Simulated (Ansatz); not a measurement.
An input for Ansatz 0.2.0 (Rb2CdAgBr6 (double perovskite) (Fm-3m)):

The structure was built from a prototype and need not be the compound's stable phase.

```yaml
crystal:
  lattice:
    - [0.0, 5.64, 5.64]
    - [5.64, 0.0, 5.64]
    - [5.64, 5.64, 0.0]
  atoms:
    - { symbol: Rb, position: [0.25, 0.25, 0.25] }
    - { symbol: Rb, position: [0.75, 0.75, 0.75] }
    - { symbol: Ag, position: [0.0, 0.0, 0.0] }
    - { symbol: Cd, position: [0.5, 0.5, 0.5] }
    - { symbol: Br, position: [0.2562056738, 0.2562056738, 0.7437943262] }
    - { symbol: Br, position: [0.7437943262, 0.7437943262, 0.2562056738] }
    - { symbol: Br, position: [0.2562056738, 0.7437943262, 0.2562056738] }
    - { symbol: Br, position: [0.7437943262, 0.2562056738, 0.7437943262] }
    - { symbol: Br, position: [0.7437943262, 0.2562056738, 0.2562056738] }
    - { symbol: Br, position: [0.2562056738, 0.7437943262, 0.7437943262] }
kpoints:
  mp_grid: { grid: [4, 4, 4] }
hamiltonian:
  xc: pbesol
scf:
  occupations: { method: fermi_dirac, width: 0.02 }
relax:
  f_tol: 0.01
  max_steps: 80
  cell: {}
```

```sh
ansatz run input.yaml --threads 8 --pin off --max-ram 14745MiB --backend cpu --events-out ev --progress --plain --runs-dir out
```

Question: Estimate wall time and host memory on 8 threads of Arm Neoverse N1, shared host.

It took 29 s; on shared hardware allow 14 s to 57 s. Peak host memory was 1.1 GiB. The sizes that set the cost: 6081 plane waves a state, 8 irreducible k points and 65 SCF cycles.

[Paths, hosts, dates, memory and timing lines, banners, echoed tables and standing remarks are left out of the program output.]

[Logs are printed without paths, hosts, clocks, repeated set-up lines and the standing remarks that a program may print on its own settings, such as how far it seeks lower states.]

[Runs of the session that timed out or met a known fault of the program may be left out.]

[Hosts, paths, dates, database ids (printed as entryN), source tags and the programs' standing remarks are cut or masked in the printed files.]
